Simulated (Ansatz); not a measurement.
# Resistivity from frozen vibrations: Ta(100) with 4 thermally displaced layers, 2x2

Wanted: the phonon-limited resistivity of Ta at 500 K by the Landauer route.

Program: Ansatz 0.2.0. Level of theory: Ansatz plane-wave DFT, PBE, PAW files; ballistic transport by layer matching (Landauer), zero bias; PAW set soft_1. Results are calculated unless marked as measured.

Most raw output is cut from this account.

## (1) Set-up

The cell holds 56 atoms: 56 Ta. Cell: a = 6.605 Å, b = 6.605 Å, c = 23.118 Å, α = 90.0°, β = 90.0°, γ = 90.0°. It derives from Ta. Regions: lead, 40 atoms (40 Ta); scattering region, 16 atoms (16 Ta). The structure is stacked along c, and the current runs across the ab planes.

## (2) With 4 displaced layers

Each atom of 4 layers is moved at random, by amounts drawn from a normal law 0.0838 Å wide in each direction from the Debye model (240 K) at 500 K. The layers about the cell's end stay perfect and serve as the lead. Disorder leaves little or no symmetry, which makes such runs dear. Energies from -0.05 to 0.05 eV in steps of 0.05 eV are too few for the program's thermal sum, so it prints no conductance; for a metal the transmission near the Fermi level serves, at a fraction of the cost.

input.yaml reads:

```yaml
crystal:
  lattice:
    - [6.60512, 0.0, 0.0]
    - [0.0, 6.60512, 0.0]
    - [0.0, 0.0, 23.11792]
  atoms:
    - { symbol: Ta, position: [0.0, 0.0, 0.0357142857] }
    - { symbol: Ta, position: [0.0, 0.5, 0.0357142857] }
    - { symbol: Ta, position: [0.5, 0.0, 0.0357142857] }
    - { symbol: Ta, position: [0.5, 0.5, 0.0357142857] }
    - { symbol: Ta, position: [0.25, 0.25, 0.1071428571] }
    - { symbol: Ta, position: [0.25, 0.75, 0.1071428571] }
    - { symbol: Ta, position: [0.75, 0.25, 0.1071428571] }
    - { symbol: Ta, position: [0.75, 0.75, 0.1071428571] }
[... 44 atom lines left out ...]
    - { symbol: Ta, position: [0.25, 0.25, 0.9642857143] }
    - { symbol: Ta, position: [0.25, 0.75, 0.9642857143] }
    - { symbol: Ta, position: [0.75, 0.25, 0.9642857143] }
    - { symbol: Ta, position: [0.75, 0.75, 0.9642857143] }
kpoints:
  mp_grid: { grid: [4, 4, 1] }
hamiltonian:
  xc: pbe
  pseudopotentials: { kind: paw, azcp: { folder: soft_1 } }
scf:
  occupations: { method: fermi_dirac, width: 0.1 }
output:
  transmission: { leads: [[0, 4]], kmesh: [8, 8], e_range: [-0.05, 0.05], de: 0.05 }
  write_potential: true
  write_density: true
  volumetric_format: npy
  elf: true
```

Run with:

```console
$ ansatz run input.yaml --threads 4 --pin off --max-ram 15360MiB --backend cpu --events-out ev --progress --plain --runs-dir out
```

Elapsed: 20 min, on 4 threads of Arm Neoverse V2, shared host; peak memory 8.2 GiB.

Numbers from this step:

* free energy: -556260.8648 eV
* energy at zero smearing: -556259.7053 eV
* Fermi energy: 18.53 eV
* cell area: 43.63 Å²
* transmission per spin nearest the Fermi level: 7.552
* open channels per spin nearest the Fermi level: 10.45
* step of the lead's potential: 4.1 meV

Per spin. Table of transmission, zone mean by energy, zero at the Fermi level:

| energy (eV) | transmission, zone mean |
| --- | --- |
| -0.0500 | 7.63 |
| 0.0000 | 7.55 |
| 0.0500 | 7.30 |

Per spin. Table of open channels, zone mean, lead by energy, zero at the Fermi level:

| energy (eV) | open channels, zone mean, lead |
| --- | --- |
| -0.0500 | 10.3 |
| 0.0000 | 10.5 |
| 0.0500 | 9.98 |

Transmission over k1 and k2. At 0.0000 eV from the Fermi level.

Values, 8 rows by 8 columns:
```
 4.7  2.8  6.1  8.3  8.4  8.2  5.4  2.6
 4.7  5.9  8.8  9.3 10.2  9.8  8.5  5.0
 7.6  7.9  9.6  9.9 10.1  9.9  9.6  7.9
 8.3  7.8 10.2 10.1 10.3 10.1 10.2  7.8
 7.6  7.9  9.6  9.9 10.1  9.9  9.6  7.9
 4.7  5.0  8.5  9.8 10.2  9.3  8.8  5.9
 4.7  2.6  5.4  8.2  8.4  8.3  6.1  2.8
 3.4  4.7  5.0  7.4  8.0  7.4  5.0  4.7
```
Columns: k1 (b1) from -0.5 to 0.375; rows upwards: k2 (b2) from -0.5 to 0.375.

Open channels over k1 and k2. At 0.0000 eV from the Fermi level.

Ten even steps from '_' (4.0) to '@' (14.0):
```
::__++%%%%%%++__
==++@@@@@@@@@@++
**%%@@######@@%%
**%%@@######@@%%
**%%@@######@@%%
==++@@@@@@@@@@++
::__++%%%%%%++__
__::==******==::
```
Columns: k1 (b1) from -0.5 to 0.375; rows upwards: k2 (b2) from -0.5 to 0.375.

Electrostatic potential energy in the ca plane at fractional y = 0.000, with atoms of Ta within 0.2 Å of it. With pseudopotentials it is smooth inside the atoms' cores, unlike the true potential.

Values in eV, 10 rows by 16 columns, each cell a mean:
```
-25 -10  18 -13 -22  16  -9 -35  11  13 -31  -6  17 -21 -14  18
 10  14  20  13  11  20  11   0  18  19   7  14  20  11  13  20
 19  20  20  20  19  20  19  17  20  20  17  19  20  19  19  20
  1   8  20   7   2  19  12  -3  16  16  -8   9  19   3   6  20
-32 -15  18 -19 -29  16  -5 -38   8   9 -39  -8  16 -28 -20  18
-25 -10  18 -13 -22  17   1 -28  11  13 -23   2  17 -21 -14  18
 10  14  20  13  11  20  17  10  19  20  13  17  20  11  13  20
 19  20  20  20  19  20  20  20  20  20  20  20  20  19  19  20
  1   8  20   7   2  19  15   9  19  18   3  12  19   3   6  20
-32 -15  18 -19 -29  15  -4 -28  13  12 -34  -8  16 -28 -20  18
```
Columns run along c (16.0 Å, from fractional 0.15 to 0.85 of the cell; values clipped at the 3rd and 97th percentile), rows up along a (6.6 Å). Atoms in or near the plane, at fractional coordinates: Ta at (0.18, 0.00), Ta at (0.18, 0.50), Ta at (0.32, 0.00), Ta at (0.32, 0.50), Ta at (0.46, 0.97), Ta at (0.46, 0.51), Ta at (0.61, 0.99), Ta at (0.61, 0.52), Ta at (0.75, 0.00), Ta at (0.75, 0.50).

ELF in the ca plane at fractional y = 0.000, with atoms of Ta within 0.2 Å of it. It is the smooth field of the valence electrons, not physical close to the nuclei.

Ten even steps from '0' (0.13) to '9' (0.72), each cell a mean:
```
87595143187495141392294143178387143187495143
48972265248972353289982265148983255248972365
11112566421112565235532566422222566411112566
53235655653235556531135655653235655542235655
64356655664345556653357655664346655654356655
31124566531113555531124666521113566531124566
25542465225541355225642465237762366325542466
79894153179894143179894153178695154169894154
94086042285086132194085042185076032185086132
87595143187495143188695143179795143187495143
48972265248972365248862365226751364148972365
11112566421112566411112566421013566411112566
53235655653235655542235655653346555543245655
64356645664346655565556555664456555664356655
31124566531114666532235555531014666531124566
25542465225541466311112465313432466325542466
79894154179893254169961254159994154169894154
94086042285086132396693142177177132185086132
```
Columns run along c (16.0 Å, from fractional 0.15 to 0.85 of the cell), rows up along a (6.6 Å). Atoms in or near the plane, at fractional coordinates: Ta at (0.18, 0.00), Ta at (0.18, 0.50), Ta at (0.32, 0.00), Ta at (0.32, 0.50), Ta at (0.46, 0.97), Ta at (0.46, 0.51), Ta at (0.61, 0.99), Ta at (0.61, 0.52), Ta at (0.75, 0.00), Ta at (0.75, 0.50).

Valence density in the ca plane at fractional y = 0.000, with atoms of Ta within 0.2 Å of it. It is the smooth field of the valence electrons, not physical close to the nuclei.

Values in e/Å³, 10 rows by 16 columns, each cell a mean:
```
3.0 1.9 0.2 2.1 2.8 0.3 1.9 3.8 0.5 0.4 3.5 1.6 0.3 2.7 2.2 0.2
0.5 0.4 0.2 0.4 0.5 0.2 0.5 1.1 0.3 0.3 0.6 0.4 0.2 0.5 0.4 0.2
0.2 0.2 0.2 0.2 0.2 0.2 0.3 0.3 0.3 0.2 0.3 0.3 0.2 0.2 0.2 0.2
1.0 0.6 0.2 0.7 0.9 0.2 0.5 1.3 0.3 0.3 1.6 0.6 0.3 0.9 0.7 0.2
3.5 2.3 0.3 2.5 3.3 0.3 1.5 4.0 0.7 0.6 4.0 1.8 0.3 3.2 2.7 0.3
3.0 1.9 0.2 2.1 2.8 0.3 1.1 3.3 0.5 0.4 2.9 1.1 0.3 2.7 2.2 0.2
0.5 0.4 0.2 0.4 0.5 0.2 0.3 0.5 0.2 0.2 0.3 0.3 0.2 0.5 0.4 0.2
0.2 0.2 0.2 0.2 0.2 0.2 0.2 0.2 0.2 0.2 0.2 0.2 0.2 0.2 0.2 0.2
1.0 0.6 0.2 0.7 0.9 0.2 0.3 0.5 0.2 0.2 0.9 0.4 0.3 0.9 0.7 0.2
3.5 2.3 0.3 2.5 3.3 0.3 1.5 3.3 0.4 0.4 3.7 1.7 0.3 3.2 2.7 0.3
```
Columns run along c (16.0 Å, from fractional 0.15 to 0.85 of the cell), rows up along a (6.6 Å). Atoms in or near the plane, at fractional coordinates: Ta at (0.18, 0.00), Ta at (0.18, 0.50), Ta at (0.32, 0.00), Ta at (0.32, 0.50), Ta at (0.46, 0.97), Ta at (0.46, 0.51), Ta at (0.61, 0.99), Ta at (0.61, 0.52), Ta at (0.75, 0.00), Ta at (0.75, 0.50).

Over the solved energies the transmission per spin lies between 7.30 and 7.63, out of 10.2 channels of the lead on average (up to 10.5).

## (3) With 8 displaced layers

Each atom of 8 layers is moved at random, by amounts drawn from a normal law 0.0838 Å wide in each direction from the Debye model (240 K) at 500 K. A fresh draw is used; the growth of the resistance with length is what counts.

System of this step: Ta(100) with 8 thermally displaced layers, 2x2. The cell holds 72 atoms: 72 Ta. Its edges and angles: a = 6.605 Å, b = 6.605 Å, c = 29.723 Å, α = 90.0°, β = 90.0°, γ = 90.0°. It derives from Ta. Regions: lead, 40 atoms (40 Ta); scattering region, 32 atoms (32 Ta). The structure is stacked along c, and the current runs across the ab planes.

input.yaml reads:

```yaml
crystal:
  lattice:
    - [6.60512, 0.0, 0.0]
    - [0.0, 6.60512, 0.0]
    - [0.0, 0.0, 29.72304]
  atoms:
    - { symbol: Ta, position: [0.0, 0.0, 0.0277777778] }
    - { symbol: Ta, position: [0.0, 0.5, 0.0277777778] }
    - { symbol: Ta, position: [0.5, 0.0, 0.0277777778] }
    - { symbol: Ta, position: [0.5, 0.5, 0.0277777778] }
    - { symbol: Ta, position: [0.25, 0.25, 0.0833333333] }
    - { symbol: Ta, position: [0.25, 0.75, 0.0833333333] }
    - { symbol: Ta, position: [0.75, 0.25, 0.0833333333] }
    - { symbol: Ta, position: [0.75, 0.75, 0.0833333333] }
[... 60 atom lines left out ...]
    - { symbol: Ta, position: [0.25, 0.25, 0.9722222222] }
    - { symbol: Ta, position: [0.25, 0.75, 0.9722222222] }
    - { symbol: Ta, position: [0.75, 0.25, 0.9722222222] }
    - { symbol: Ta, position: [0.75, 0.75, 0.9722222222] }
kpoints:
  mp_grid: { grid: [4, 4, 1] }
hamiltonian:
  xc: pbe
  pseudopotentials: { kind: paw, azcp: { folder: soft_1 } }
scf:
  occupations: { method: fermi_dirac, width: 0.1 }
output:
  transmission: { leads: [[0, 4]], kmesh: [8, 8], e_range: [-0.05, 0.05], de: 0.05 }
  write_potential: true
  write_density: true
  volumetric_format: npy
```

Run time: 28 min. Hardware: 4 threads; peak memory 8.2 GiB.

Numbers from this step:

```yaml
free_energy: -715190.8335 eV
energy_at_zero_smearing: -715189.3173 eV
fermi_energy: 18.55 eV
transmission_per_spin_nearest_the_fermi_level: 6.049
open_channels_per_spin_nearest_the_fermi_level: 10.48
step_of_the_lead_s_potential: 1.9 meV
```

Per spin. Table of transmission, zone mean by energy, zero at the Fermi level:

| energy (eV) | transmission, zone mean |
| --- | --- |
| -0.0500 | 6.07 |
| 0.0000 | 6.05 |
| 0.0500 | 5.82 |

Over the solved energies the transmission per spin lies between 5.82 and 6.07, out of 10.2 channels of the lead on average (up to 10.5).

## (4) With 12 displaced layers

Each atom of 12 layers is moved at random, by amounts drawn from a normal law 0.0838 Å wide in each direction from the Debye model (240 K) at 500 K. A fresh draw is used; the growth of the resistance with length is what counts.

System of this step: Ta(100) with 12 thermally displaced layers, 2x2. The cell holds 88 atoms: 88 Ta. Cell: a = 6.605 Å, b = 6.605 Å, c = 36.328 Å, α = 90.0°, β = 90.0°, γ = 90.0°. It derives from Ta. Regions: lead, 40 atoms (40 Ta); scattering region, 48 atoms (48 Ta). The structure is stacked along c, and the current runs across the ab planes.

input.yaml reads:

```yaml
crystal:
  lattice:
    - [6.60512, 0.0, 0.0]
    - [0.0, 6.60512, 0.0]
    - [0.0, 0.0, 36.32816]
  atoms:
    - { symbol: Ta, position: [0.0, 0.0, 0.0227272727] }
    - { symbol: Ta, position: [0.0, 0.5, 0.0227272727] }
    - { symbol: Ta, position: [0.5, 0.0, 0.0227272727] }
    - { symbol: Ta, position: [0.5, 0.5, 0.0227272727] }
    - { symbol: Ta, position: [0.25, 0.25, 0.0681818182] }
    - { symbol: Ta, position: [0.25, 0.75, 0.0681818182] }
    - { symbol: Ta, position: [0.75, 0.25, 0.0681818182] }
    - { symbol: Ta, position: [0.75, 0.75, 0.0681818182] }
[... 76 atom lines left out ...]
    - { symbol: Ta, position: [0.25, 0.25, 0.9772727273] }
    - { symbol: Ta, position: [0.25, 0.75, 0.9772727273] }
    - { symbol: Ta, position: [0.75, 0.25, 0.9772727273] }
    - { symbol: Ta, position: [0.75, 0.75, 0.9772727273] }
kpoints:
  mp_grid: { grid: [4, 4, 1] }
hamiltonian:
  xc: pbe
  pseudopotentials: { kind: paw, azcp: { folder: soft_1 } }
scf:
  occupations: { method: fermi_dirac, width: 0.1 }
output:
  transmission: { leads: [[0, 4]], kmesh: [8, 8], e_range: [-0.05, 0.05], de: 0.05 }
  write_potential: true
  write_density: true
  volumetric_format: npy
```

Wall time 39 min (4 threads); peak memory 8.7 GiB; 2.2 h of CPU time.

Numbers from this step:

```
free energy                                   : -874119.7096 eV
energy at zero smearing                       : -874117.8933 eV
Fermi energy                                  : 18.56 eV
transmission per spin nearest the Fermi level : 4.825
step of the lead's potential                  : 5.5 meV
```

Per spin. Table of transmission, zone mean by energy, zero at the Fermi level:

| energy (eV) | transmission, zone mean |
| --- | --- |
| -0.0500 | 4.84 |
| 0.0000 | 4.82 |
| 0.0500 | 4.62 |

Over the solved energies the transmission per spin lies between 4.62 and 4.84, out of 10.2 channels of the lead on average (up to 10.5).

## (5) The fit

This step: Ansatz plane-wave DFT, PBE, PAW files; ballistic transport by layer matching (Landauer), zero bias; resistivity from the slope of the area resistance; PAW set soft_1 (Ansatz 0.2.0).

Numbers from this step:

```yaml
resistivity: 32.48 µΩ cm
intercept: -0.02140 fΩ m²
scatter_about_the_fit: 0.01213 fΩ m²
```

Resistance, by row:

| run | length (Å) | T | channels N | RA (fΩ m²) |
| --- | --- | --- | --- | --- |
| n4 | 6.605 | 7.495 | 10.24 | 0.2017 |
| n8 | 13.21 | 5.979 | 10.21 | 0.3905 |
| n12 | 19.82 | 4.764 | 10.21 | 0.6307 |

Area resistance against length of the displaced region:

| length of the displaced region (Å) | area resistance (fΩ m²) |
| --- | --- |
| 6.61 | 0.202 |
| 13.21 | 0.390 |
| 19.82 | 0.631 |

The area resistance goes from 0.20 to 0.63 fΩ m² between 6.6 and 19.8 Å, a slope of 32 µΩ cm.

By hand from the end points: (0.6307 − 0.2017) fΩ m² / (19.82 − 6.61) Å = 32 µΩ cm, since 1 fΩ m² per Å is 1000 µΩ cm.

## (6) Results

| Property | Result |
| --- | --- |
| resistivity from the slope | 32.5 µΩ cm |
| area resistance over 6.61 Å | 0.202 fΩ m² |
| area resistance over 13.2 Å | 0.390 fΩ m² |
| area resistance over 19.8 Å | 0.631 fΩ m² |

The slope gives 32 µΩ cm. The points scatter by 0.012 fΩ m² about the line, with one random draw a length in a 2x2 cell, so the slope is a rough value. The mean square of the displacements drawn is 0.78, 0.99 and 1.2 of the nominal one at the three lengths; with each resistance scaled back by that, the slope is 21 µΩ cm, the value used below. Read with a model of isotropic scattering on a spherical Fermi surface and the lead's 1.8×10¹⁵ S/m², this slope means a mean free path near 20 Å; over these lengths the model's slope is 1.04 times its bulk resistivity, which would be 20 µΩ cm. Uncorrelated displacements put too much weight on short waves, which scatter strongly; with the sideways repeat of a small cell, one draw and three short lengths, the method is good to a factor of two or three. The measured value is 22.9 µΩ cm (CRC Handbook of Chemistry and Physics, 84th ed., 2003, Electrical Resistivity of Pure Metals); the scaled slope is 0.92 times that and the corrected value 0.88: fair for so small a cell. Spin-orbit coupling is left out, which matters for Ta.

[Logs are printed without paths, hosts, clocks, repeated set-up lines and the standing remarks that a program may print on its own settings, such as how far it seeks lower states.]

[Hosts, paths, dates, database ids (printed as entryN), source tags and the programs' standing remarks are cut or masked in the printed files.]
